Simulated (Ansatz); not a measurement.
**ZrGe2P4 monolayer in a perpendicular field**

Wanted: the out-of-plane response of the ZrGe2P4 monolayer. A positive field points along +c.

Program: Ansatz 0.2.0. Level of theory: plane-wave DFT, PBE-D3(BJ), Ansatz PAW (set soft_1); PAW set soft_1. Results are calculated unless marked as measured.

Report form: the programs' logs are mostly left out.

### Step 1. The structure

The cell holds 7 atoms: 4 P, 2 Ge and 1 Zr. Cell: a = 3.580 Å, b = 3.580 Å, c = 49.243 Å, α = 90.0°, β = 90.0°, γ = 120.0°. Vacuum lies along c.

### Step 2. Relaxing the slab

The starting cell is a guess, so the in-plane lattice and the atoms are relaxed first, with the slab cut off from its images along the normal.

input.yaml reads:

```yaml
crystal:
  lattice:
    - [3.58, 0.0, 0.0]
    - [-1.79, 3.1003709455, 0.0]
    - [0.0, 0.0, 49.2434893957]
  atoms:
    - { symbol: P, position: [0.0, 0.0, 0.4071604236] }
    - { symbol: Ge, position: [0.3333333333, 0.6666666667, 0.4224633457] }
    - { symbol: P, position: [0.3333333333, 0.6666666667, 0.4671393024] }
    - { symbol: Zr, position: [0.0, 0.0, 0.5] }
    - { symbol: P, position: [0.3333333333, 0.6666666667, 0.5328606976] }
    - { symbol: Ge, position: [0.3333333333, 0.6666666667, 0.5775366543] }
    - { symbol: P, position: [0.0, 0.0, 0.5928395764] }
  periodic: [true, true, false]
kpoints:
  mp_grid: { grid: [12, 12, 1] }
hamiltonian:
  xc: pbe
  dispersion: d3bj
  pseudopotentials: { kind: paw, azcp: { folder: soft_1 } }
scf:
  occupations: { method: fermi_dirac, width: 0.05 }
  convergence: { dr2_threshold: 1.0e-09 }
relax:
  f_tol: 0.004
  max_steps: 90
  cell: {}
output:
  write_potential: true
  write_density: true
  volumetric_format: npy
```

On the command line:

```sh
> ansatz run input.yaml --threads 2 --pin off --max-ram 3072MiB --backend cpu --events-out ev --progress --plain --runs-dir out
```

Wall time 2.9 min (2 threads of Arm Neoverse V1, shared host); peak memory 0.91 GiB; 5.6 min of CPU time.

Step by step:

| step | energy less that of the first step (eV) | largest force component (eV/Å) | volume (Å³) |
| --- | --- | --- | --- |
| 1 | 0.0000 | 3.1899 | 546.57 |
| 2 | -1.1923 | 0.7525 | 550.67 |
| 3 | -1.3646 | 0.1893 | 567.35 |
| 4 | -1.3778 | 0.0549 | 577.48 |
| 5 | -1.3781 | 0.0102 | 578.12 |
| 6 | -1.3781 | 0.0006 | 578.11 |
| 7* | -1.3794 | 0.0006 | 578.11 |

Relaxation steps marked * repeat the geometry before them on a plane-wave basis chosen anew for their cell, so energy and pressure can jump there.

The run keeps the 12 symmetry operations that it works with, so distortions that break them were not tested.

| cell as run | before | after | change |
| --- | --- | --- | --- |
| a (Å) | 3.580 | 3.682 | +2.8 % |
| b (Å) | 3.580 | 3.682 | +2.8 % |

The atoms that moved most (Å, along periodic axes as changes of fractional coordinates times the final cell, across vacuum about the mean position):

| atom | dx | dy | dz | length |
| --- | --- | --- | --- | --- |
| P1 | 0.000 | 0.000 | -0.289 | 0.289 |
| P7 | 0.000 | 0.000 | 0.289 | 0.289 |
| P5 | 0.000 | 0.000 | -0.116 | 0.116 |
| P3 | 0.000 | 0.000 | 0.116 | 0.116 |

Numbers from this step:

* energy at zero smearing: -15800.6713 eV

The lattice constant a goes from 3.580 to 3.682 Å.

### Step 3. Atoms held, field 0

A sawtooth potential applies the field, turning back in the middle of the vacuum. With the dipole correction the typed value is the field outside the slab. The induced dipole is small, so the SCF threshold is tight.

The cell differs from the one that the last finished run ended in (c 49.243 → 27.721 Å).

input.yaml reads:

```yaml
crystal:
  lattice:
    - [3.6818591864, 0.0, 0.0]
    - [-1.8409295932, 3.1885835886, 0.0]
    - [0.0, 0.0, 27.7211313464]
  atoms:
    - { symbol: P, position: [0.0, 0.0, 0.3246620741] }
    - { symbol: Ge, position: [0.3333333333, 0.6666666667, 0.3622366913] }
    - { symbol: P, position: [0.3333333333, 0.6666666667, 0.4458077569] }
    - { symbol: Zr, position: [0.0, 0.0, 0.5] }
    - { symbol: P, position: [0.3333333333, 0.6666666667, 0.5541922431] }
    - { symbol: Ge, position: [0.3333333333, 0.6666666667, 0.6377633087] }
    - { symbol: P, position: [0.0, 0.0, 0.6753379259] }
kpoints:
  mp_grid: { grid: [18, 18, 1] }
  band_path:
    path: [[0, 0, 0], [0.5, 0, 0], [0.33333333, 0.33333333, 0], [0, 0, 0]]
    npoints: 16
hamiltonian:
  xc: pbe
  dispersion: d3bj
  pseudopotentials: { kind: paw, azcp: { folder: soft_1 } }
scf:
  occupations: { method: fermi_dirac, width: 0.02585 }
  convergence: { dr2_threshold: 1.0e-10 }
efield:
  axis: 3
  dipole_correction: true
  ramp_position: 0.97
  ramp_width: 0.06
  amplitude: 0
output:
  dos: { projected: true, e_range: [-6, 5] }
  write_potential: true
  write_density: true
  volumetric_format: npy
  elf: true
```

The job ended after 56 s (2 threads; peak memory 0.8 GiB).

Numbers from this step:

```
energy at zero smearing            : -15800.6749 eV
dipole along the normal            : -3.67e-7 e·Å
gap along the path                 : 0.05096 eV
smallest direct gap along the path : 0.1201 eV
ionisation energy, upper face      : 5.609 eV
electron affinity, upper face      : 5.558 eV
gap, the smaller of path and mesh  : 0.05096 eV
```

Running mean over a fixed 2.7 Å (it still follows the layers) of the planar mean; the ramp of the sawtooth is left out. Electron's electrostatic potential energy less the Fermi level against z:

| z (Å) | electron's electrostatic potential energy less the Fermi level (eV) |
| --- | --- |
| 4 | 5.58 |
| 5 | 5.58 |
| 6 | 5.53 |
| 7 | 4.74 |
| 8 | 0.295 |
| 9 | -4.02 |
| 10 | -4.55 |
| 11 | -2.40 |
| 12 | -2.87 |
| 13 | -7.39 |
| 14 | -8.09 |
| 15 | -6.17 |
| 16 | -2.46 |
| 17 | -2.73 |
| 18 | -5.06 |
| 19 | -3.04 |
| 20 | 1.80 |
| 21 | 5.20 |
| 22 | 5.56 |
| 23 | 5.58 |
| 24 | 5.58 |

The density of states has structure finer than the step of the table below, so its rows give means over 0.2 eV, whole bins alone (the curve runs from -6 to 2.02 eV). Peaks (eV: height): -4.21: 9.34, -2.94: 16.9, -1.56: 8.42, -1.12: 9.29, -0.95: 9.22, -0.87: 12.5, -0.65: 10.3.

The density of states by energy, zero at the Fermi level of the run, which the smearing sets inside the gap; means over each step:

energy (eV), density of states (states/eV a cell) and a bar:
```
     -5.8        0.4 #
     -5.6        0.4 #
     -5.4        0.4 #
     -5.2        0.5 #
     -5.0        0.7 ##
     -4.8        0.6 #
     -4.6        0.6 ##
     -4.4        2.6 #########
     -4.2        5.4 ####################
     -4.0        1.8 ######
     -3.8        3.9 ##############
     -3.6        4.6 #################
     -3.4        2.8 ##########
     -3.2        3.6 #############
     -3.0        7.1 ###########################
     -2.8        3.6 #############
     -2.6        5.6 #####################
     -2.4        3.7 ##############
     -2.2        3.7 ##############
     -2.0        4.5 #################
     -1.8        6.2 #######################
     -1.6        7.1 ###########################
     -1.4        5.1 ###################
     -1.2        3.7 ##############
     -1.0        6.7 #########################
     -0.8        7.9 ##############################
     -0.6        5.9 ######################
     -0.4        3.1 ############
     -0.2        1.6 ######
      0.0        0.4 #
      0.2        1.0 ###
      0.4        1.8 ######
      0.6        2.9 ##########
      0.8        1.9 #######
      1.0        1.6 #####
      1.2        0.5 #
      1.4        0.2 
      1.6        1.0 ###
      1.8        2.7 ##########
```

Projected DOS per atom over height of the atomic layer and energy from the Fermi level. Layers: P Ge P Zr P Ge P from below.

Ten even steps from '0' (0.01 states/eV) to '9' (1.84 states/eV), each cell a mean:
```
2202022
0000000
0003000
0009000
0005000
0001000
1042401
4097904
5154515
6144416
6243426
3132313
4333334
3343433
2132312
3342433
2211122
2321232
0000000
0000000
0000000
0000000
```
Columns: height of the atomic layer (Å) from 9 to 18.7 (not evenly spaced); rows upwards: energy from the Fermi level (eV) from -5.96 to 1.96.

The electronic bands at the labelled points (eV, zero at the Fermi level of the run, which the smearing sets inside the gap):

| point | band 27 | band 28 | band 29 | band 30 | band 31 | band 32 | band 33 | band 34 |
| --- | --- | --- | --- | --- | --- | --- | --- | --- |
| Γ | -0.73 | -0.51 | -0.03 | -0.03 | 0.85 | 1.82 | 2.18 | 3.12 |
| halfway | -1.24 | -0.78 | -0.76 | -0.71 | 0.58 | 2.01 | 2.06 | 3.06 |
| M | -1.43 | -1.32 | -1.23 | -0.10 | 0.02 | 1.58 | 1.60 | 2.73 |
| halfway | -1.75 | -1.48 | -1.01 | -0.62 | 0.73 | 2.10 | 2.84 | 3.22 |
| K | -2.28 | -2.07 | -1.12 | -0.36 | 1.45 | 1.88 | 2.53 | 2.72 |
| halfway | -1.59 | -0.89 | -0.79 | -0.69 | 0.61 | 2.59 | 3.06 | 3.26 |
| Γ | -0.73 | -0.51 | -0.03 | -0.03 | 0.85 | 1.82 | 2.18 | 3.12 |

Valence density in the ca plane at fractional y = 0.667, with atoms of Ge and P within 0.2 Å of it. It is the smooth field of the valence electrons, not physical close to the nuclei.

Ten steps, logarithmic in the rise over the least value, from '0' (0 e/Å³) to '9' (32 e/Å³), each cell a mean:
```
00000000001111000000001111100000000111110000
00000000001111000000000111100000000011110000
00000000001111000000011111111000000111110000
00000000000111110011111111111110001111100000
00000000000123321112222111122211113321100000
00000000000137852222122111221122237852100000
00000000000149962221012111221122248972100000
00000000000136742122122111222222136752100000
00000000000112221112222111122211112221100000
00000000001111110001111111111110001111100000
```
Columns run along c (16.0 Å, from fractional 0.18 to 0.76 of the cell), rows up along a (3.7 Å). Atoms in or near the plane, at fractional coordinates: Ge at (0.36, 0.33), P at (0.45, 0.33), P at (0.55, 0.33), Ge at (0.64, 0.33).

Electrostatic potential energy in the ca plane at fractional y = 0.667, with atoms of Ge and P within 0.2 Å of it. With pseudopotentials it is smooth inside the atoms' cores, unlike the true potential.

Values in eV, 6 rows by 16 columns, each cell a mean:
```
  6   6   6   1  -1   3   4   3  -5  -5   3   4   3  -1   1   6
  6   6   6   2  -1   2   4   2  -4  -4   2   4   2  -1   2   6
  6   6   6   3  -7 -12  -2 -16  -2  -2 -16  -2 -12  -7   3   6
  6   6   6   3 -16 -20 -14 -43 -10 -10 -43 -14 -20 -16   3   6
  6   6   6   3 -15 -20 -11 -39  -7  -7 -39 -11 -20 -15   3   6
  6   6   6   3  -4  -6   1  -5  -2  -2  -5   1  -6  -4   3   6
```
Columns run along c (16.0 Å, from fractional 0.18 to 0.76 of the cell; values clipped at the 3rd and 97th percentile), rows up along a (3.7 Å). Atoms in or near the plane, at fractional coordinates: Ge at (0.36, 0.33), P at (0.45, 0.33), P at (0.55, 0.33), Ge at (0.64, 0.33).

ELF in the ca plane at fractional y = 0.667, with atoms of Ge and P within 0.2 Å of it. It is the smooth field of the valence electrons, not physical close to the nuclei.

Ten even steps from '0' (0.00) to '9' (0.86), each cell a mean:
```
00000000000000014677777642102344212123442101
00000000000000024788776531000121112211221001
00000000000000013577777642112465211124653112
00000000000000001245677654346899721258987434
00000000000000000012355444578889952489888764
00000000000000000001243223699424863576228974
00000000000000000000243332699201663573007973
00000000000000000001244223689535863587338974
00000000000000000112455544578899952489988754
00000000000000001345677654335899621258986433
```
Columns run along c (16.0 Å, from fractional 0.05 to 0.63 of the cell), rows up along a (3.7 Å). Atoms in or near the plane, at fractional coordinates: Ge at (0.36, 0.33), P at (0.45, 0.33), P at (0.55, 0.33).

The gap is 0.05 eV, with the valence edge 5.61 eV and the conduction edge 5.56 eV under the upper vacuum level.

### Step 4. Atoms held, field 0.1 V/Å

input.yaml, as its differences from that of step 3:

```diff
@@ -28,7 +28,6 @@
   dipole_correction: true
-  ramp_position: 0.97
-  ramp_width: 0.06
-  amplitude: 0
+  ramp_position: 0.9556
+  ramp_width: 0.0887
+  amplitude: 0.1
 output:
-  dos: { projected: true, e_range: [-6, 5] }
   write_potential: true
@@ -36,2 +35 @@
   volumetric_format: npy
-  elf: true
```

Elapsed: 52 s, on 2 threads; peak memory 0.78 GiB; 1.7 min of CPU time.

The dipole is 0.0759 e·Å, and the gap 0.051 eV.

### Step 5. Atoms held, field -0.1 V/Å

input.yaml, as its differences from that of step 4:

```diff
@@ -30,3 +30,3 @@
   ramp_width: 0.0887
-  amplitude: 0.1
+  amplitude: -0.1
 output:
```

Wall time 51 s (2 threads); peak memory 0.78 GiB.

The dipole is -0.0759 e·Å, and the gap 0.051 eV.

### Step 6. Response, atoms held

This step: plane-wave DFT, PBE-D3(BJ), Ansatz PAW (set soft_1); response to a field along the normal, atoms held; PAW set soft_1 (Ansatz 0.2.0).

The dipoles give the slope, and the difference of two potentials shows where the field is screened.

This step gave:

- equivalent conductor thickness p/(ε₀AE): 11.71 Å
- distance between the outer atoms: 9.721 Å

Table of dipole of the cell by applied field:

| applied field (V/Å) | dipole of the cell (e·Å) |
| --- | --- |
| -0.1000 | -0.0759 |
| 0.0000 | -3.7e-7 |
| 0.1000 | 0.0759 |

Local field over the applied field, running mean. From the potentials at -0.1 and 0.1 V/Å; running mean over 2.5 Å. The local field over applied field by z:

| z (Å) | local field over applied field |
| --- | --- |
| 4.5 | 0.998 |
| 5.0 | 0.995 |
| 5.5 | 0.985 |
| 6.0 | 0.960 |
| 6.5 | 0.901 |
| 7.0 | 0.784 |
| 7.5 | 0.621 |
| 8.0 | 0.444 |
| 8.5 | 0.269 |
| 9.0 | 0.132 |
| 9.5 | 0.0697 |
| 10.0 | 0.0565 |
| 10.5 | 0.0553 |
| 11.0 | 0.0647 |
| 11.5 | 0.0614 |
| 12.0 | 0.0363 |
| 12.5 | 0.0267 |
| 13.0 | 0.0304 |
| 13.5 | 0.0219 |
| 14.0 | 0.0174 |
| 14.5 | 0.0283 |
| 15.0 | 0.0285 |
| 15.5 | 0.0289 |
| 16.0 | 0.0510 |
| 16.5 | 0.0668 |
| 17.0 | 0.0587 |
| 17.5 | 0.0549 |
| 18.0 | 0.0609 |
| 18.5 | 0.0951 |
| 19.0 | 0.201 |
| 19.5 | 0.365 |
| 20.0 | 0.543 |
| 20.5 | 0.716 |
| 21.0 | 0.856 |
| 21.5 | 0.939 |
| 22.0 | 0.977 |
| 22.5 | 0.992 |
| 23.0 | 0.997 |
| 23.5 | 0.999 |

The induced electron density oscillates, so the rows of the table below give means over windows of 0.5 Å about each position, cut where the curve ends. Its maxima inside the range that stand out by 2 % of the span (Å: e/Å³ per V/Å): 7.94: 0.00355, 9.24: 8.5e-4, 11.12: 6.7e-4, 12.42: 8.9e-4, 14.44: 0.00115, 15.88: 6.0e-5, 17.47: 0.00142, 18.77: -6.3e-4. Its minima: 8.95: 6.3e-4, 10.25: -0.00142, 11.84: -6.0e-5, 13.28: -0.00115, 15.30: -8.9e-4, 16.60: -6.7e-4, 18.48: -8.5e-4, 19.78: -0.00355.

Electrons, planar mean, per unit field. Table of induced electron density by z; means over each step:

| z (Å) | induced electron density (e/Å³ per V/Å) |
| --- | --- |
| 4.5 | 7.0e-6 |
| 5.0 | 2.3e-5 |
| 5.5 | 6.9e-5 |
| 6.0 | 2.0e-4 |
| 6.5 | 5.3e-4 |
| 7.0 | 0.00130 |
| 7.5 | 0.00261 |
| 8.0 | 0.00337 |
| 8.5 | 0.00185 |
| 9.0 | 7.4e-4 |
| 9.5 | 5.0e-4 |
| 10.0 | -8.4e-4 |
| 10.5 | -6.8e-4 |
| 11.0 | 5.4e-4 |
| 11.5 | 2.3e-4 |
| 12.0 | 2.3e-4 |
| 12.5 | 7.1e-4 |
| 13.0 | -4.6e-4 |
| 13.5 | -8.3e-4 |
| 14.0 | 3.6e-4 |
| 14.5 | 9.2e-4 |
| 15.0 | -3.5e-4 |
| 15.5 | -5.8e-4 |
| 16.0 | -4.8e-5 |
| 16.5 | -5.4e-4 |
| 17.0 | -7.9e-6 |
| 17.5 | 0.00116 |
| 18.0 | 1.6e-5 |
| 18.5 | -7.6e-4 |
| 19.0 | -0.00108 |
| 19.5 | -0.00295 |
| 20.0 | -0.00315 |
| 20.5 | -0.00183 |
| 21.0 | -8.1e-4 |
| 21.5 | -3.1e-4 |
| 22.0 | -1.1e-4 |
| 22.5 | -3.7e-5 |
| 23.0 | -1.2e-5 |
| 23.5 | -3.9e-6 |

The smaller of the gaps on the path and on the k-mesh, counted as 0 under 0.03 eV. The gap stays at 0.0509 eV for applied field from -0.1 to 0.1 V/Å.

By hand: between -0.1 and 0.1 V/Å the dipole changes by 0.1519 e·Å, a slope of 0.7594 e·Å²/V. A perfect conductor of thickness t has p = ε₀AEt, so t = 180.95 × 0.7594 / 11.740 = 11.71 Å (e/ε₀ = 180.95 V·Å, A in Å²).

The induced dipole is that of a conductor 11.71 Å thick.

### Step 7. Summary of results

```json
{
 "gap without field": "0.0510 eV",
 "ionisation energy, upper face": "5.61 eV",
 "electron affinity, upper face": "5.56 eV",
 "equivalent conductor thickness, atoms held": "11.7 Å"
}
```

**Reading.** The induced dipole equals that of a perfect conductor 11.71 Å thick, while the outer atoms lie 9.72 Å apart; an out-of-plane ε follows only once a thickness t is chosen, by 1 − 1/ε = 11.71 Å / t. The gap stays within 0.01 eV of 0.05 eV over the fields run, up to 0.1 V/Å in size. Semilocal functionals give gaps that are too small, and excitons are not included. Spin-orbit coupling is left out. The outer anions sit over the metal atoms, one of several polytypes of such layers and not the lowest for every compound.

[Logs are printed without paths, hosts, clocks, repeated set-up lines and the standing remarks that a program may print on its own settings, such as how far it seeks lower states.]

[Hosts, paths, dates, database ids (printed as entryN), source tags and the programs' standing remarks are cut or masked in the printed files.]

[Maps of the electrostatic potential energy from Ansatz leave out the sawtooth potential of an applied field or a dipole correction, so their vacuum need not be flat; planar profiles and work functions include it.]

[The density of states shown here was stored with 400 of the rows of the run's finer table, so its peaks can read low, often by over a quarter, or be missed, and its means over a window can be off by a tenth or more.]
